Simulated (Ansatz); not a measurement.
# Does disorder add resistance in series? Zr(0001) layers displaced at 800 K

Two lengths of the disordered region are known. What area resistance does the third give?

**Method.** Ansatz 0.2.0, plane waves with PAW datasets at their recommended cutoffs (420 eV for most), Fermi-Dirac smearing; ballistic transmission by layer matching. The area resistance is RA = A (h/2e²)(1/T − 1/N), with T the zone-mean transmission per spin and N the lead's channels, both averaged over a few energies near the Fermi level; for magnets each spin is taken apart, with h/e², and the two conduct in parallel. Lateral cell 2x2, PBE, a fresh random draw for each length. Atoms are displaced independently, by 0.123 Å r.m.s. per direction; each RA is scaled by the nominal over the drawn mean square displacement.

The runs, with one result withheld:

```tsv
length (Å)	channels N	RA (fΩ m²)
5.15	2.760	1.06
15.4	2.760	2.08
25.7	2.750	?
```

Worked fit:

Ohm's law makes RA linear in the length: the slope is (2.08 − 1.06)/(15.4 − 5.15) = 0.0989 fΩ m² per Å, or 99 µΩ cm. Then 2.08 + 0.0989 × 10.3. Predicted: 3.10 fΩ m².

**The withheld run.**

3.41 fΩ m², so the prediction is 9.2 % too low. The three lengths together give 114 µΩ cm. The two increments are 1.0 and 1.3 fΩ m², roughly as Ohm's law has it, though with one draw for each length that is a weak test.

**Limits.** The scatterers repeat sideways with the small cell. The slope is a raw one; a model of isotropic scattering puts it 1.02 times the bulk value over these lengths.

[Logs are printed without paths, hosts, clocks, repeated set-up lines and the standing remarks that a program may print on its own settings, such as how far it seeks lower states.]
